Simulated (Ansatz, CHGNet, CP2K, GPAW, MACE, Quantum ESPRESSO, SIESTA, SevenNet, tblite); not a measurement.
# GPAW on random wurtzite alloy of AlN and GaN (72 atoms): settings against a plane-wave reference

Aim: run random wurtzite alloy of AlN and GaN (72 atoms) in GPAW and see how near its forces come to a plane-wave reference, and at what cost.

Main program and level: GPAW 26.7.0; the method is named at each step.

**1. Starting point**

The cell holds 72 atoms: 22 Ga, 36 N and 14 Al. Cell: a = 9.477 Å, b = 9.477 Å, c = 10.212 Å, α = 90.0°, β = 90.0°, γ = 120.0°. It derives from AlN (wurtzite), repeated 3×3×2. Wurtzite AlN, 3 x 3 x 2 conventional cells, 22 of 36 Al sites given to Ga at random (x = 0.611), lattice by Vegard's rule (a = 3.159 Å, c = 5.106 Å); not relaxed, displaced by a Gaussian of 0.02 Å. Then every atom was moved at random, 0.02 Å r.m.s. a Cartesian component.

The yardstick, on the same geometry:

```
method                                           : Kohn-Sham DFT, PBE, PAW, plane waves (Ansatz 0.2.0); cutoff 420 eV, Γ point, fermi-dirac smearing of 0.05 eV; PAW set soft_2
r.m.s. force component                           : 0.7435 eV/Å
longest force                                    : 3.118 eV/Å
pressure                                         : 6.056 GPa
gap (highest filled to lowest empty level) : 2.644 eV
SCF cycles                                       : 8
time                                             : 11 s on 4 threads of Arm Neoverse V1, shared host
CPU time                                         : 39 s
```

**2. PBE, LCAO dzp, h 0.18 Å**

Method: Kohn-Sham DFT, PBE, PAW, atomic orbitals (dzp).

File run.py:

```python
import numpy as np
from ase.io import read
from gpaw import GPAW, FermiDirac

atoms = read("structure.xyz")
atoms.calc = GPAW(
    mode="lcao",
    basis="dzp",
    h=0.18,
    xc="PBE",
    kpts={"size": (1, 1, 1), "gamma": True},
    occupations=FermiDirac(0.05),
    maxiter=200,
    symmetry={"point_group": False},
    txt="gpaw.txt",
)
energy = atoms.get_potential_energy(force_consistent=True)
forces = atoms.get_forces()
print(f"energy {energy:.6f} eV")
print("forces (eV/A)")
for i, (a, f) in enumerate(zip(atoms, forces)):
    print(f"{i:4d} {a.symbol:2s} {f[0]:10.5f} {f[1]:10.5f} {f[2]:10.5f}")
print(f"Fermi level {atoms.calc.get_fermi_level():.4f} eV")
for k in range(len(atoms.calc.get_ibz_k_points())):
    for s in range(atoms.calc.get_number_of_spins()):
        e = atoms.calc.get_eigenvalues(kpt=k, spin=s)
        n = np.searchsorted(e, atoms.calc.get_fermi_level())
        print(f"k {k} spin {s} levels about the Fermi level:", np.round(e[max(n - 6, 0):n], 4).tolist(), "|", np.round(e[n:n + 6], 4).tolist())
```

File structure.xyz:

```xyz
72
Lattice="9.47730 0.00000 0.00000 -4.73865 8.20758 0.00000 0.00000 0.00000 10.21220" Properties=species:S:1:pos:R:3 pbc="T T T"
Ga 4.72420 8.20405 0.00725
N -0.02701 1.85984 0.65552
Al -0.03161 1.83037 2.54182
N 9.40944 0.03874 3.15424
Ga 0.01360 0.02487 5.13061
N -0.01322 1.81133 5.73129
Al -0.03170 1.80542 7.67937
N 0.02369 0.03825 8.27770
Ga 7.87208 2.76210 0.02308
N -1.66341 4.54183 0.62335
Ga -1.59039 4.55192 2.54386
N 7.87322 2.73452 3.17089
Ga -1.57167 2.77490 5.06178
N -1.55049 4.57589 5.77183
Al -1.64275 4.52558 7.68172
N -1.58953 2.76136 8.27198
Ga 6.26331 5.43022 10.19402
N -3.16641 7.27577 0.61069
Al -3.15002 7.26198 2.59666
N 6.27122 5.45427 3.17824
Ga 6.25857 5.48669 5.11703
N -3.13609 7.29219 5.70750
Ga -3.11874 7.27380 7.64720
N -3.17082 5.49777 8.26218
Al -1.55541 8.20577 10.19688
N 3.20143 1.85442 0.63489
Al 3.12969 1.83472 2.57123
N -1.60394 8.20676 3.16588
Ga -1.57655 8.18329 5.13316
N 3.17641 1.75199 5.73568
Al 3.16243 1.80197 7.68080
N 3.16888 0.01814 8.29241
Al 1.61237 2.76563 10.19382
N 1.57513 4.59575 0.62397
Al 1.62152 4.52968 2.54529
N 1.58427 2.77096 3.20122
Ga 1.61090 2.73994 5.11866
N 1.62441 4.60938 5.70331
Ga 1.60763 4.60544 7.70572
N 1.61351 2.76875 8.22868
Ga -0.04497 5.49506 10.17156
N -0.00393 7.32026 0.66390
Ga -0.01147 7.28012 2.52711
N 0.00948 5.43522 3.16272
Al -0.01170 5.48455 5.12704
N -0.04781 7.33503 5.73241
Ga 0.02047 7.29457 7.67549
N 0.04383 5.51623 8.25626
Ga 6.37789 0.05425 0.02716
N 6.35396 1.82487 0.59772
Ga 6.31477 1.85007 2.53467
N 1.59678 8.17828 3.18825
Ga 6.29127 0.02077 5.13572
N 6.28952 1.86755 5.72853
Ga 6.32529 1.81609 7.69877
N 1.61531 8.20134 8.29588
[... 12 atom lines left out ...]
Al 3.18864 5.41881 5.14879
N 3.16442 7.28628 5.67941
Ga 3.12519 7.30319 7.64210
N 3.09292 5.46395 8.29118
```

Launch:

```bash
> OMP_NUM_THREADS=1 python run.py > output.txt
```

What it wrote:

```text
energy -435.882631 eV
forces (eV/A)
   0 Ga    1.45124    1.05000   -0.08839
   1 N     1.96743    0.53638    0.12450
   2 Al    0.44496    0.02876    0.53276
   3 N     2.55584    0.37338   -0.33964
   4 Ga   -0.35493   -0.56529   -1.06347
   5 N     0.19793    1.05725    1.75732
   6 Al    0.70748    0.91446   -0.38776
   7 N    -0.35244    0.35198   -0.74232
   8 Ga    1.19675   -0.47448   -0.88540
   9 N     1.32561    1.11790   -0.24229
  10 Ga   -0.00093    0.54944    0.47340
  11 N     1.54348   -0.56594   -1.01921
  12 Ga   -0.17658   -0.41345    1.26499
  13 N     0.25949    0.92704    0.46000
  14 Al    1.16356    0.88259   -0.44841
  15 N     1.41418    0.23438   -0.37526
  16 Ga    0.72589    1.66403   -0.10645
  17 N     1.47538    0.72572    1.10124
  18 Al   -0.83365    0.77229   -0.69349
  19 N    -0.66888    0.59783   -0.84461
  20 Ga    1.79730   -0.55031   -0.35641
  21 N    -0.88766   -0.06690    0.51163
  22 Ga   -0.68444    1.28564    0.05387
  23 N    -0.46709   -2.66698   -0.79805
[...]
64 Ga   -1.05828    0.61694    0.00154
  65 N    -0.28920   -1.84933   -0.23389
  66 Ga    0.22552    0.19299    0.58141
  67 N     0.12717   -2.17389    1.11782
  68 Al   -0.30547    1.37046   -1.17258
  69 N    -0.16132   -1.56122    0.28303
  70 Ga    1.76635   -0.30701   -0.52854
  71 N     4.29344    0.78365    0.28874
Fermi level 7.8246 eV
k 0 spin 0 levels about the Fermi level: [6.079, 6.1308, 6.1715, 6.5598, 6.6082, 6.6158] | [9.272, 11.3774, 11.3874, 11.5241, 11.5654, 11.635]
```

gpaw.txt:

```text
Input parameters:
  mode=LCAO(),
  basis={'default': 'dzp'},
  h=0.18,
  kpts=MonkhorstPack(size=(1, 1, 1), gamma=True),
  maxiter=200,
  occupations=Occupations(name='fermi-dirac', width=0.05, fixmagmom=False),
  symmetry=Symmetry(point_group=False),
  xc=XC(name='PBE')
Unit cell  # Å
| periodic |         x |        y |         z |   lengths |     angles |
|----------|-----------|----------|-----------|-----------|------------|
|      yes |  9.477300 | 0.000000 |  0.000000 |  9.477300 |  90.000000 |
|      yes | -4.738650 | 8.207580 |  0.000000 |  9.477298 |  90.000000 |
|      yes |  0.000000 | 0.000000 | 10.212200 | 10.212200 | 120.000008 |
Number of symmetries: 1
Symmetry operations  # r_c * U_cc + t_c -> r_c
|   | kind |            matrix            |
|---|------|------------------------------|
| 0 |  E   |  1, 0, 0,  0, 1, 0,  0, 0, 1 |
BZ-sampling:
  Number of BZ points: 1
  Number of IBZ points: 1
  Monkhorst-Pack size: [1, 1, 1]
  Monkhorst-Pack shift: [0, 0, 0]
[... lines left out ...]
eigensolver:
density mixing:
  MSR1-Mixer
occupation numbers:
  Fermi-Dirac:
    width: 0.0500  # eV
FastPoissonSolver using
    Stencil: 8*3+1=25 point O(h^6) finite-difference Laplacian
xc functional:
  name: PBE with 2 nearest neighbor stencil
interpolation: tri-quintic # 5. degree polynomial
Initialization done in: 10.659 s
convergence criteria:
- Maximum [total energy] change in last 3 cyles: 0.0005 eV / valence electron
- Maximum integral of absolute [dens]ity change: 0.0001 electrons / valence electron
- Maximum integral of absolute [eigenst]ate change: 4e-08 eV^2 / valence electron
maximum number of iterations: 200
SCF iterations
|iter     |      energy | eigst |  dens |
|---------|-------------|-------|-------|
|iter:   1| -489.000227 |      c|       |
|iter:   2| -475.083477 |      c| -0.61 |
|iter:   3| -435.823936 |      c| -0.66 |
|iter:   4| -435.852824 |      c| -1.33 |
|iter:   5| -435.906462c|      c| -1.61 |
|iter:   6| -435.882864c|      c| -2.54 |
|iter:   7| -435.882713c|      c| -3.27 |
|iter:   8| -435.882650c|      c| -3.61 |
|iter:   9| -435.882632c|      c| -3.88 |
|iter:  10| -435.882631c|      c| -4.45c|
Converged in 10 steps
SCF loop duration: 261.220 s (26.122 s/step)
Energy contributions relative to reference atoms: (reference = -1309252.673498)
Energy contributions:
  Kinetic:        1414.540820
  Coulomb:       -1236.604883
  Zero:             19.699345
  External:          0.000000
  Xc:             -633.517913
  Entropy:          -0.000000
  Spinorbit:         0.000000
  ----------------------------
  Free energy:    -435.882631
  Extrapolated:   -435.882631
dipole moment: (4.129885, 19.779095, -25.883123)  # |e|*Ang
Fermi level: 7.825
Eigenvalues  # (at kpt = [0.000, 0.000, 0.000])
| band index |      eig [eV] | occ [0-2] |
|------------|---------------|-----------|
|          0 |        -9.354 |     2.000 |
|        ... |               |           |
|        136 |         5.966 |     2.000 |
|        137 |         6.058 |     2.000 |
[...]
|        151 |        11.686 |     0.000 |
|        ... |               |           |
|        176 |        13.451 |     0.000 |
Gap: 2.656 eV
Transition (v -> c):
  (s=0, k=0, n=143, [0.00, 0.00, 0.00]) -> (s=0, k=0, n=144, [0.00, 0.00, 0.00])
No difference between direct/indirect transitions
Force computation time: 62.615  # s
timing:  # [seconds]
  Total:  334.527  # ━━━━━━━━━━━━━━━━━━━━━━━━━━━━━━━━━━━━━━━━━━━━━━━━━━━━━━━━
  Init:    10.658  # ━━
  SCF:    261.220  # ━━━━━━━━━━━━━━━━━━━━━━━━━━━━━━━━━━━━━━━━━━━╸
  Forces:  62.615  # ━━━━━━━━━━╸
```

Wall time 5.6 min (1 thread of Arm Neoverse V1, shared host); peak memory 1.3 GiB.

Banners, paths, timers and routine set-up lines are dropped from the logs unmarked, and long logs keep their key lines alone; longer cuts are marked.

Compared with the plane-wave run:

| Item | Value |
| --- | --- |
| r.m.s. force component | 1.038 eV/Å |
| r.m.s. difference of force components | 329.5 meV/Å |
| longest difference of force vectors | 1256 meV/Å |
| force difference over r.m.s. force | 44.32 % |
| slope of forces against the reference's | 1.375 |
| correlation of force components | 0.9857 |
| gap (highest filled to lowest empty level) | 2.656 eV |
| gap difference | 0.0124 eV |

This run lies far from the reference in forces at the same functional. Basis and potentials both differ; the latter hold 288 valence electrons against the reference's 508.

Length of the force difference by element (eV/Å):

```
element  atoms   mean  most
     Al     14  0.071  0.12
     Ga     22   0.40  0.95
      N     36   0.68   1.3
```

Levels nearest the highest filled one (eV from it): -0.54, -0.48, -0.44, -0.06, -0.01, 0.00, 2.66, 4.76, 4.77, 4.91, 4.95, 5.02.

Local excerpt of 9 atoms (numbers count through the whole input) about N72, which bears the longest force; x, y, z are measured from there.

```
atom      x      y      z  distance (Å)  bonds     Fx     Fy  Fz (eV/Å)
 N72   0.00   0.00   0.00          0.00      4   4.29   0.78       0.29
Ga39  -1.49  -0.86  -0.59          1.81      4  -1.71  -1.62      -1.98
Ga65   0.10   0.03   1.94          1.95      4  -1.06   0.62       0.00
Ga71   0.03   1.84  -0.65          1.95      4   1.77  -0.31      -0.53
Al63   1.62  -0.91  -0.64          1.97      4  -0.07   0.16       0.55
 N48  -3.05   0.05  -0.03          3.05      4  -2.77  -1.90      -0.06
 N40  -1.48  -2.70  -0.06          3.08      4  -0.68  -2.18       1.14
 N34  -1.52  -0.87   2.54          3.09      4  -0.20  -1.61       0.55
 N38  -1.47  -0.85  -2.59          3.10      4  -0.81   0.50      -0.18
```

Atoms are counted from 1 here, from 0 in the log.

Forces lie 44 % from the reference's, at 8.6 times its CPU time (on 1 against 4 cores).

**3. PBE, LCAO sz(dzp), h 0.18 Å**

Method: Kohn-Sham DFT, PBE, PAW, atomic orbitals (sz(dzp)).

Changes to run.py since step 2:

```diff
@@ -7,3 +7,3 @@
     mode="lcao",
-    basis="dzp",
+    basis="sz(dzp)",
     h=0.18,
```

structure.xyz is that of step 2.

What it wrote:

```text
energy -411.222982 eV
forces (eV/A)
   0 Ga    1.54305    1.10733   -0.22933
   1 N     1.85848    0.37629   -0.12870
   2 Al    0.47383    0.15701    0.71247
   3 N     2.50096    0.14500   -0.02227
   4 Ga   -0.45837   -0.63628   -1.31849
   5 N     0.22686    1.17144    1.53041
[...]
69 N    -0.18235   -1.35443    0.53220
  70 Ga    1.94994   -0.34604   -0.43328
  71 N     4.34150    0.98195    0.48080
Fermi level 8.2941 eV
k 0 spin 0 levels about the Fermi level: [6.4881, 6.531, 6.5653, 7.044, 7.0809, 7.0957] | [9.7771, 12.0676, 12.1246, 12.4319, 12.6061, 12.6405]
```

gpaw.txt:

```text
Input parameters:
  mode=LCAO(),
  basis={'default': 'sz(dzp)'},
  h=0.18,
  kpts=MonkhorstPack(size=(1, 1, 1), gamma=True),
  maxiter=200,
  occupations=Occupations(name='fermi-dirac', width=0.05, fixmagmom=False),
[... lines left out ...]
  Fermi-Dirac:
[... lines left out ...]
convergence criteria:
- Maximum [total energy] change in last 3 cyles: 0.0005 eV / valence electron
[... lines left out ...]
Converged in 9 steps
[... lines left out ...]
  Free energy:    -411.222982
[... lines left out ...]
Fermi level: 8.294
[... lines left out ...]
|        ... |               |           |
|        176 |        15.177 |     0.000 |
Gap: 2.681 eV
Transition (v -> c):
  (s=0, k=0, n=143, [0.00, 0.00, 0.00]) -> (s=0, k=0, n=144, [0.00, 0.00, 0.00])
No difference between direct/indirect transitions
Force computation time: 10.692  # s
timing:  # [seconds]
  Total:  63.634  # ━━━━━━━━━━━━━━━━━━━━━━━━━━━━━━━━━━━━━━━━━━━━━━━━━━━━━━━━━
  Init:   10.848  # ━━━━━━━━━╸
  SCF:    42.060  # ━━━━━━━━━━━━━━━━━━━━━━━━━━━━━━━━━━━━━╸
  Forces: 10.692  # ━━━━━━━━━╸
```

It took 65 s on 1 thread; peak memory 0.95 GiB.

Against the reference:

| Quantity | Value |
| --- | --- |
| r.m.s. force component | 1.069 eV/Å |
| r.m.s. difference of force components | 344.4 meV/Å |
| longest difference of force vectors | 1416 meV/Å |
| force difference over r.m.s. force | 46.32 % |
| slope of forces against the reference's | 1.425 |
| correlation of force components | 0.9919 |
| gap (highest filled to lowest empty level) | 2.681 eV |
| gap difference | 0.0376 eV |

This is a coarse setting, run to see what it loses.

Against the first run (44 %), the force difference from the reference is 46 %, at 0.19 times the CPU time, with 288 basis functions against 936.

**4. All runs compared**

Differences are against the plane-wave reference, forces as r.m.s. over components; share is that over the reference's r.m.s. force, slope the least-squares factor from reference forces to these. Total energies of different programs have different zeros and aren't compared.

```
                                      run  Δ force, r.m.s. (meV/Å)  share (%)  slope  Δ gap (eV)  cores  CPU time  memory (GiB)
                                reference                        -          -      -           -      4      39 s           1.1
             GPAW PBE, LCAO dzp, h 0.18 Å                      329       44.3  1.375      0.0124      1   5.6 min           1.3
GPAW PBE, LCAO sz(dzp), h 0.18 Å (coarse)                      344       46.3  1.425      0.0376      1      65 s          0.95
```

Rows marked coarse were listed beforehand as settings not expected to be converged; some can still land near the reference.

CPU time is summed over cores on a shared host, where runs went side by side, so it is rough. Symmetry, cutoffs, thresholds, outputs and thread counts weren't matched or tuned between programs; memory under MPI is the largest rank's times the ranks.

A second geometry, displaced anew (every atom was moved at random, 0.08 Å r.m.s. a Cartesian component), gives an energy difference that all programs can be tested on. The reference puts it at 179.0 meV/atom.

```
                             run  energy less the first geometry's (meV/atom)  error (meV/atom)  force share at the second geometry (%)
    GPAW PBE, LCAO dzp, h 0.18 Å                                        205.0              26.0                                    33.3
GPAW PBE, LCAO sz(dzp), h 0.18 Å                                        238.8              59.8                                    45.4
```

**5. Outcome**

| Quantity | Value |
| --- | --- |
| nearest in forces | GPAW PBE, LCAO dzp, h 0.18 Å, 44 % |
| its CPU time | 5.6 min |

The PBE run in local orbitals, coarse settings apart, differs by 44 % (GPAW PBE, LCAO dzp, h 0.18 Å); basis, grid and potentials can all enter, and differences of this size make the forces unusable. Runs with settings chosen to be coarse differ by 46 % (GPAW PBE, LCAO sz(dzp), h 0.18 Å), their programs' other errors included. None of the electronic-structure runs in the table takes under half the reference's CPU time of 39 s; they take 1.7 to 8.6 times as much. GPAW PBE, LCAO sz(dzp), h 0.18 Å stiffens the forces by a factor of 1.43 while following their directions (correlation 0.992); the slopes of the 2 GPAW runs lie between 1.38 and 1.43. At the same functional, gaps differ from the reference's 2.64 eV by between +0.01 and +0.04 eV. These are spacings on the run's k-points, which needn't hold the band edges. The energy difference between the two geometries, 179 meV/atom in the reference, is met best by GPAW PBE, LCAO dzp, h 0.18 Å (+26) and worst by GPAW PBE, LCAO sz(dzp), h 0.18 Å (coarse) (+59.8). The potentials hold different valence shells: 508 electrons in the reference, 288 in GPAW; this bears on time and differences. GPAW's setups keep the filled d shell of Ga in the core. GPAW's Ga setup keeps the 3d shell in the core. The host structure and its lattice constant were typed by rule, without a check against the phase diagram. The reference's pressure of 6.1 GPa belongs to a cell and atoms that aren't relaxed at this level. The electronic-structure runs sample only Γ, in a cell whose shortest periodic width is 8 Å.

[Also dropped from logs without a mark: logging warnings of Python, and SIESTA's first energy breakdown and zero terms.]

[Logs are printed without paths, hosts, clocks, repeated set-up lines and the standing remarks that a program may print on its own settings, such as how far it seeks lower states.]

[Hosts, paths, dates, database ids (printed as entryN), source tags and the programs' standing remarks are cut or masked in the printed files.]
